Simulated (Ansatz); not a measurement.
## Ta(100) with 4 thermally displaced layers, 2x2: scattering by thermal displacements

Aim: the resistivity of Ta at 180 K from frozen thermal displacements between perfect leads.

Program: Ansatz 0.2.0. Level of theory: Ansatz plane-wave DFT, PBE, PAW files; ballistic transport by layer matching (Landauer), zero bias; PAW set soft_1. Results are calculated unless marked as measured.

## 1. Set-up

The cell holds 56 atoms: 56 Ta. Its edges and angles: a = 6.605 Å, b = 6.605 Å, c = 23.118 Å, α = 90.0°, β = 90.0°, γ = 90.0°. It derives from Ta. Regions: lead, 40 atoms (40 Ta); scattering region, 16 atoms (16 Ta). The structure is stacked along c, and the current runs across the ab planes.

## 2. With 4 displaced layers

Each atom of 4 layers is moved at random, by amounts drawn from a normal law 0.0513 Å wide in each direction from the Debye model (240 K) at 180 K. The layers about the cell's end stay perfect and serve as the lead. Disorder leaves little or no symmetry, which makes such runs dear. Energies from -0.05 to 0.05 eV in steps of 0.05 eV are too few for the program's thermal sum, so it prints no conductance; for a metal the transmission near the Fermi level serves, at a fraction of the cost.

Contents of input.yaml:

```yaml
crystal:
  lattice:
    - [6.60512, 0.0, 0.0]
    - [0.0, 6.60512, 0.0]
    - [0.0, 0.0, 23.11792]
  atoms:
    - { symbol: Ta, position: [0.0, 0.0, 0.0357142857] }
    - { symbol: Ta, position: [0.0, 0.5, 0.0357142857] }
    - { symbol: Ta, position: [0.5, 0.0, 0.0357142857] }
    - { symbol: Ta, position: [0.5, 0.5, 0.0357142857] }
    - { symbol: Ta, position: [0.25, 0.25, 0.1071428571] }
    - { symbol: Ta, position: [0.25, 0.75, 0.1071428571] }
    - { symbol: Ta, position: [0.75, 0.25, 0.1071428571] }
    - { symbol: Ta, position: [0.75, 0.75, 0.1071428571] }
    - { symbol: Ta, position: [0.0, 0.0, 0.1785714286] }
    - { symbol: Ta, position: [0.0, 0.5, 0.1785714286] }
    - { symbol: Ta, position: [0.5, 0.0, 0.1785714286] }
    - { symbol: Ta, position: [0.5, 0.5, 0.1785714286] }
    - { symbol: Ta, position: [0.25, 0.25, 0.25] }
    - { symbol: Ta, position: [0.25, 0.75, 0.25] }
    - { symbol: Ta, position: [0.75, 0.25, 0.25] }
    - { symbol: Ta, position: [0.75, 0.75, 0.25] }
    - { symbol: Ta, position: [0.0, 0.0, 0.3214285714] }
    - { symbol: Ta, position: [0.0, 0.5, 0.3214285714] }
    - { symbol: Ta, position: [0.5, 0.0, 0.3214285714] }
    - { symbol: Ta, position: [0.5, 0.5, 0.3214285714] }
    - { symbol: Ta, position: [0.2509771654, 0.2489732914, 0.3942792327] }
    - { symbol: Ta, position: [0.2508152755, 0.7458368198, 0.3936600824] }
    - { symbol: Ta, position: [0.7601345857, 0.2573606387, 0.3912944643] }
    - { symbol: Ta, position: [0.7401652439, 0.7451559599, 0.3929489092] }
    - { symbol: Ta, position: [0.9819300438, 0.9982995684, 0.461519108] }
    - { symbol: Ta, position: [0.9943088757, 0.495770062, 0.4635833543] }
    - { symbol: Ta, position: [0.5031991601, 0.0081023319, 0.4640002968] }
    - { symbol: Ta, position: [0.5106200466, 0.4948301593, 0.4650662596] }
    - { symbol: Ta, position: [0.2570216992, 0.2507306562, 0.5340633092] }
    - { symbol: Ta, position: [0.2428364229, 0.7464425909, 0.5362032398] }
    - { symbol: Ta, position: [0.7421533269, 0.2483743039, 0.5353607188] }
    - { symbol: Ta, position: [0.7542034093, 0.7516683138, 0.5365034082] }
    - { symbol: Ta, position: [0.9949184955, 0.998992653, 0.608883713] }
    - { symbol: Ta, position: [0.0116068293, 0.4902146418, 0.610504599] }
    - { symbol: Ta, position: [0.5104600379, 0.0060722907, 0.6077300938] }
    - { symbol: Ta, position: [0.4975602166, 0.511331622, 0.6114957067] }
    - { symbol: Ta, position: [0.25, 0.25, 0.6785714286] }
    - { symbol: Ta, position: [0.25, 0.75, 0.6785714286] }
    - { symbol: Ta, position: [0.75, 0.25, 0.6785714286] }
    - { symbol: Ta, position: [0.75, 0.75, 0.6785714286] }
    - { symbol: Ta, position: [0.0, 0.0, 0.75] }
    - { symbol: Ta, position: [0.0, 0.5, 0.75] }
    - { symbol: Ta, position: [0.5, 0.0, 0.75] }
    - { symbol: Ta, position: [0.5, 0.5, 0.75] }
    - { symbol: Ta, position: [0.25, 0.25, 0.8214285714] }
    - { symbol: Ta, position: [0.25, 0.75, 0.8214285714] }
    - { symbol: Ta, position: [0.75, 0.25, 0.8214285714] }
    - { symbol: Ta, position: [0.75, 0.75, 0.8214285714] }
    - { symbol: Ta, position: [0.0, 0.0, 0.8928571429] }
    - { symbol: Ta, position: [0.0, 0.5, 0.8928571429] }
    - { symbol: Ta, position: [0.5, 0.0, 0.8928571429] }
    - { symbol: Ta, position: [0.5, 0.5, 0.8928571429] }
    - { symbol: Ta, position: [0.25, 0.25, 0.9642857143] }
    - { symbol: Ta, position: [0.25, 0.75, 0.9642857143] }
    - { symbol: Ta, position: [0.75, 0.25, 0.9642857143] }
    - { symbol: Ta, position: [0.75, 0.75, 0.9642857143] }
kpoints:
  mp_grid: { grid: [4, 4, 1] }
hamiltonian:
  xc: pbe
  pseudopotentials: { kind: paw, azcp: { folder: soft_1 } }
scf:
  occupations: { method: fermi_dirac, width: 0.1 }
output:
  transmission: { leads: [[0, 4]], kmesh: [8, 8], e_range: [-0.05, 0.05], de: 0.05 }
  write_potential: true
  write_density: true
  volumetric_format: npy
  elf: true
```

Started as:

```
> ansatz run input.yaml --threads 4 --pin off --max-ram 15360MiB --backend cpu --events-out ev --progress --plain --runs-dir out
```

Numbers of over 12 decimals in the logs are rounded to 6 here.

The program printed:

```text
Engine: ansatz 0.2.0, aarch64-unknown-linux-gnu
Pseudopotentials: kind: paw
Pseudopotential: Ta, paw, valence charge 13, recommended cutoff 420 eV (normal), soft_1/Ta.paw.azcp
Functional definition: PBE
  parameter kappa = 0.804
  parameter beta = 0.066725
  exchange = pbe_x(kappa = kappa, mu = beta*pi^2/3)
  correlation = pbe_c(beta = beta)
Crystal: 56 atoms, lattice volume = 1008.580 Å³
Basis set: ecut = 420 eV, 19677 PW (Γ)
Bands: 437, of which v1, the nominal top of the filled ones, is band 364 counted from 1 (363 counted from 0)
Symmetry: 1 space group operations
Space group: P1 (ITA 1), of the structure as read, at distance tolerance 1.0e-4 Å
k-points: 10 of 16 (time reversal used)
Non-local potential: Ta, projectors of the file, l = 0: 3, l = 1: 2, l = 2: 2, l = 3: 1
PAW form: soft (Blöchl's): semilocal exchange-correlation on the pseudo side does not see the compensation charge
PAW one-centre angular grid: Ta, 590 points (default); XC on 64 Gauss nodes
Initial density: superposition of atomic densities (chi_scale 0.1, normalization cell)
Initial wavefunctions: pseudopotential atomic-orbital guess
Functional: x = pbe(κ = 0.804, μ = 0.219515), c = pbe(β = 0.066725)
SCF iter   1: F=—  HF=-556268.201573 eV  |F-HF|=—  |Δ(HF+E_count)|=         —  Δρ=4.17e-2  dr2=2.15e1  ethr=3.10e-3  ⟨swp⟩=5.9  Hψ=17327  notcnv=0  defer=1
preconditioner: auto → Kerker (q_TF=auto, 2.584 Å⁻¹)  [metal: Δε(μ)=0.011 eV  Ē_g=4.265 eV  σ=0.100 eV  W_gap=0.03  n_scr=294 (ndim 8)  ℏωp=19.6 eV  f_vac=0.000  D(μ)=65.87/eV (n_scr^D=684)]
SCF iter   2: F=—  HF=-556263.964748 eV  |F-HF|=—  |Δ(HF+E_count)|=    4.24e0  Δρ=2.56e-2  dr2=7.24e0  ethr=2.95e-3  ⟨swp⟩=2.0  Hψ=5404  notcnv=0  defer=138
SCF iter   3: F=—  HF=-556261.757377 eV  |F-HF|=—  |Δ(HF+E_count)|=    2.21e0  Δρ=2.93e-3  dr2=7.11e-2  ethr=9.94e-4  ⟨swp⟩=2.1  Hψ=7596  notcnv=0  defer=138
SCF iter   4: F=—  HF=-556261.748823 eV  |F-HF|=—  |Δ(HF+E_count)|=   8.55e-3  Δρ=3.11e-4  dr2=8.08e-4  ethr=9.77e-6  ⟨swp⟩=2.8  Hψ=8085  notcnv=0  defer=138
SCF iter   5: F=—  HF=-556261.748701 eV  |F-HF|=—  |Δ(HF+E_count)|=   1.21e-4  Δρ=5.85e-5  dr2=1.75e-5  ethr=1.11e-7  ⟨swp⟩=2.0  Hψ=7418  notcnv=0  defer=138
SCF iter   6: F=—  HF=-556261.748062 eV  |F-HF|=—  |Δ(HF+E_count)|=   6.39e-4  Δρ=6.93e-6  dr2=2.99e-7  ethr=2.40e-9  ⟨swp⟩=2.2  Hψ=7897  notcnv=0  defer=138
SCF iter   7: F=-556261.748062 eV  HF=-556261.748062 eV  |F-HF|=3.49e-10  |Δ(HF+E_count)|=   1.65e-8  Δρ=1.02e-6  dr2=7.62e-9  ethr=1.37e-11  ⟨swp⟩=10.8  Hψ=11418  notcnv=0
SCF 1 converged in 7 iterations: F = -556261.748062 eV  dr2 = 7.62e-9
  greatest PAW one-centre occupation: 0.999 electrons in one spin orbital (limit 2), on the Ta atom at site 43 (counted from 0), in its partial waves of l = 0
transmission: 144 of 1428 steps passed
transmission: 288 of 1428 steps passed
[...]
transmission: 1428 of 1428 steps passed
SCF converged after 7 iterations
Free energy (F): -556261.748062 eV
Harris-Foulkes:  -556261.748062 eV  (|F-HF|=3.49e-10)
Internal energy: -556259.437740 eV  (E = F + TS)
E sigma→0 (E₀):  -556260.592901 eV
Entropy (-TS):   -2.310322 eV (-41.256 meV/atom)
Fermi energy:    18.521676 eV
--- Per-component energies (eV) ---
  E_band       = -5880.312184
  E_kinetic    = 22046.106771
  E_local      = -30708.954835  (includes V_loc(G=0)·N_el)
  E_nonlocal   = -614.338023
  E_hartree    = 11129.302817
  E_xc         = -17994.311370
  E_vxc        = -13089.359341  (∫ρ·V_xc dr)
  E_paw        = -465060.912387  (= ΣΔE_a)
  E_vpaw       = -5772.380822  (= ΣTr[D̂ρ^β])
  E_aug_tail   = 0.005395  (compensation charges beyond the density's cutoff)
  E_ewald      = -75056.336108
  E_smearing   = -2.310322  (= −TS)
  E_closure    = 0.000000  (closes the sum)
  Σ components = -556261.748062   (vs F -556261.748062, Δ=0.00e0)
--- Band table (eV; the first three rows and the last of 10) ---
  k-point 0: bands = [... 360 lower, 19.1838, 19.1934, 19.1966, 19.2351, 19.2422, 19.2490, 19.4062, 19.4204, ... 69 higher]
  k-point 1: bands = [... 360 lower, 18.8880, 18.8920, 18.8945, 18.9089, 18.9282, 18.9482, 18.9826, 19.0115, ... 69 higher]
  k-point 2: bands = [... 360 lower, 18.3717, 18.4028, 18.4191, 18.4532, 18.4651, 18.4806, 18.5892, 18.5942, ... 69 higher]
  k-point 9: bands = [... 360 lower, 17.9309, 17.9364, 17.9423, 17.9443, 17.9592, 17.9693, 17.9740, 17.9867, ... 69 higher]
--- Transmission ---
  basis      : 377 plane waves across, 42 finite elements along
  points     : 34, standing for a mesh of 8 x 8
  energies   : 3 from -0.050000 to 0.050000 eV about the Fermi level, 0.050000 eV apart; the leads are filled to 0.000000 eV, and channels, transmission and decay are at 0.000000 eV
  crystal 0  : Ta4, at the sites [0, 4], period 1.6513 Å, over 16.51 Å; its Hamiltonian steps by up to 2.8 meV
    offset         : up to 0.0000 Å between an atom of the period and one for which it stands
    channels       : 1.048438e1 a spin
    conductance    : none, the energies end too early or step too widely for 300 K: set another output.transmission.e_range or a lower de, or, where they end at an eighth of basis.ecutwfc, a higher one
  junction   : crystal 0 to crystal 0, 0.70 to 22.16 Å
    transmission   : 8.909679e0 a spin
    conductance    : none, the energies end too early or step too widely for 300 K: set another output.transmission.e_range or a lower de, or, where they end at an eighth of basis.ecutwfc, a higher one
```

Run time: 18 min. Hardware: 4 threads of Arm Neoverse V1, shared host; peak memory 8.2 GiB; 60 min of CPU time.

The column dr2 measures how far the density is from self-consistency, as an energy; F and HF (Harris–Foulkes) agree once it is small.

This step gave:

```yaml
free_energy: -556261.7481 eV
energy_at_zero_smearing: -556260.5929 eV
fermi_energy: 18.52 eV
cell_area: 43.63 Å²
transmission_per_spin_nearest_the_fermi_level: 8.910
open_channels_per_spin_nearest_the_fermi_level: 10.48
step_of_the_lead_s_potential: 2.8 meV
```

Per spin. Transmission, zone mean against energy, zero at the Fermi level:

| energy (eV) | transmission, zone mean |
| --- | --- |
| -0.0500 | 9.02 |
| 0.0000 | 8.91 |
| 0.0500 | 8.54 |

Per spin. The open channels, zone mean, lead by energy, zero at the Fermi level:

| energy (eV) | open channels, zone mean, lead |
| --- | --- |
| -0.0500 | 10.3 |
| 0.0000 | 10.5 |
| 0.0500 | 9.98 |

Transmission over k1 and k2. At 0.0000 eV from the Fermi level.

Ten even steps from '_' (3.8) to '@' (11.6):
```
::__--%%%%%%--__
----%%@@@@@@%%--
**##@@%%%%%%@@##
####@@%%%%%%@@##
**##@@%%%%%%@@##
----%%@@@@@@%%--
::__--%%%%%%--__
__::--******--::
```
Columns: k1 (b1) from -0.5 to 0.375; rows upwards: k2 (b2) from -0.5 to 0.375.

Open channels over k1 and k2. At 0.0000 eV from the Fermi level.

Ten even steps from '0' (4.0) to '9' (14.0):
```
20588850
45999995
68977798
68977798
68977798
45999995
20588850
02466642
```
Columns: k1 (b1) from -0.5 to 0.375; rows upwards: k2 (b2) from -0.5 to 0.375.

Valence density in the ca plane at fractional y = 0.000, with atoms of Ta within 0.2 Å of it. It is the smooth field of the valence electrons, not physical close to the nuclei.

Values in e/Å³, 10 rows by 16 columns, each cell a mean:
```
3.0 1.9 0.2 2.1 2.8 0.3 1.6 3.7 0.5 0.5 3.5 1.4 0.3 2.7 2.2 0.2
0.5 0.4 0.2 0.4 0.5 0.2 0.4 0.8 0.3 0.3 0.6 0.4 0.2 0.5 0.4 0.2
0.2 0.2 0.2 0.2 0.2 0.2 0.2 0.3 0.2 0.2 0.3 0.3 0.2 0.2 0.2 0.2
1.0 0.6 0.2 0.7 0.9 0.2 0.5 1.2 0.3 0.3 1.4 0.6 0.3 0.9 0.7 0.2
3.5 2.3 0.3 2.5 3.3 0.3 1.5 4.0 0.7 0.6 4.0 1.7 0.3 3.2 2.7 0.3
3.0 1.9 0.2 2.1 2.8 0.3 1.1 3.4 0.5 0.4 3.1 1.1 0.3 2.7 2.2 0.2
0.5 0.4 0.2 0.4 0.5 0.2 0.3 0.5 0.2 0.2 0.4 0.3 0.2 0.5 0.4 0.2
0.2 0.2 0.2 0.2 0.2 0.2 0.2 0.2 0.2 0.2 0.2 0.2 0.2 0.2 0.2 0.2
1.0 0.6 0.2 0.7 0.9 0.2 0.4 0.7 0.2 0.3 1.0 0.5 0.3 0.9 0.7 0.2
3.5 2.3 0.3 2.5 3.3 0.3 1.5 3.6 0.5 0.5 3.8 1.7 0.3 3.2 2.7 0.3
```
Columns run along c (16.0 Å, from fractional 0.15 to 0.85 of the cell), rows up along a (6.6 Å). Atoms in or near the plane, at fractional coordinates: Ta at (0.18, 0.00), Ta at (0.18, 0.50), Ta at (0.32, 0.00), Ta at (0.32, 0.50), Ta at (0.46, 0.98), Ta at (0.46, 0.50), Ta at (0.61, 0.99), Ta at (0.61, 0.51), Ta at (0.75, 0.00), Ta at (0.75, 0.50).

ELF in the ca plane at fractional y = 0.000, with atoms of Ta within 0.2 Å of it. It is the smooth field of the valence electrons, not physical close to the nuclei.

Ten even steps from '0' (0.12) to '9' (0.72), each cell a mean:
```
87595143188495142294294143188396143188495143
48972365248972364279982265248983265248972365
21212566421212566323422566422222566421213566
53245655653235656642136655653236655653245655
64456655664356555664357655664356655664356655
31124666531114556531124666531124666531124666
25542466325542465225642466236752466325542466
79894154179894253179894254179795154179894254
94086042285086132194086142185086132285086132
87595143188495143188695143189795143188495143
48972365248972365248872365237862365248972365
21212566421212566421113566421113566421213566
53245655653235655653235655653346655653246655
64456655664356655665456655664456655664456655
31124666531124666531135656531124666531124666
25542466325542466313322465324532466325542466
79894154179894254169982254169994254179894254
94086042285086132295394142186077132285086132
```
Columns run along c (16.0 Å, from fractional 0.15 to 0.85 of the cell), rows up along a (6.6 Å). Atoms in or near the plane, at fractional coordinates: Ta at (0.18, 0.00), Ta at (0.18, 0.50), Ta at (0.32, 0.00), Ta at (0.32, 0.50), Ta at (0.46, 0.98), Ta at (0.46, 0.50), Ta at (0.61, 0.99), Ta at (0.61, 0.51), Ta at (0.75, 0.00), Ta at (0.75, 0.50).

Electrostatic potential energy in the ca plane at fractional y = 0.000, with atoms of Ta within 0.2 Å of it. With pseudopotentials it is smooth inside the atoms' cores, unlike the true potential.

Ten even steps from '0' (-45 eV) to '9' (21 eV), each cell a mean:
```
40025899741026899730026999841015899840025899
64357999864357999852247999864347999864357999
87789999987789999986679999987779999987789999
99999999999999999999999999999999999999999999
99999999999999999999999999999999999999999999
98899999998899999998899999998889999998899999
76568999976568999975568999975468999976568999
52136999852136999851136999841026999852136999
30015899730015899730015899730015899730015899
40025899741026899841026899841026899840025899
64357999864357999864357999975458999864357999
87789999987789999988789999998889999987789999
99999999999999999999999999999999999999999999
99999999999999999999999999999999999999999999
98899999998899999999999999999899999998899999
76568999976568999987789999986568999976568999
52136999852136999853247999852136999852136999
30015899730015899730026999840015899730015899
```
Columns run along c (16.0 Å, from fractional 0.15 to 0.85 of the cell; values clipped at the 3rd and 97th percentile), rows up along a (6.6 Å). Atoms in or near the plane, at fractional coordinates: Ta at (0.18, 0.00), Ta at (0.18, 0.50), Ta at (0.32, 0.00), Ta at (0.32, 0.50), Ta at (0.46, 0.98), Ta at (0.46, 0.50), Ta at (0.61, 0.99), Ta at (0.61, 0.51), Ta at (0.75, 0.00), Ta at (0.75, 0.50).

Over the solved energies the transmission per spin lies between 8.54 and 9.02, out of 10.3 channels of the lead on average (up to 10.5).

(Part 1 of 2 ends here.)

[Logs are printed without paths, hosts, clocks, repeated set-up lines and the standing remarks that a program may print on its own settings, such as how far it seeks lower states.]

[Hosts, paths, dates, database ids (printed as entryN), source tags and the programs' standing remarks are cut or masked in the printed files.]
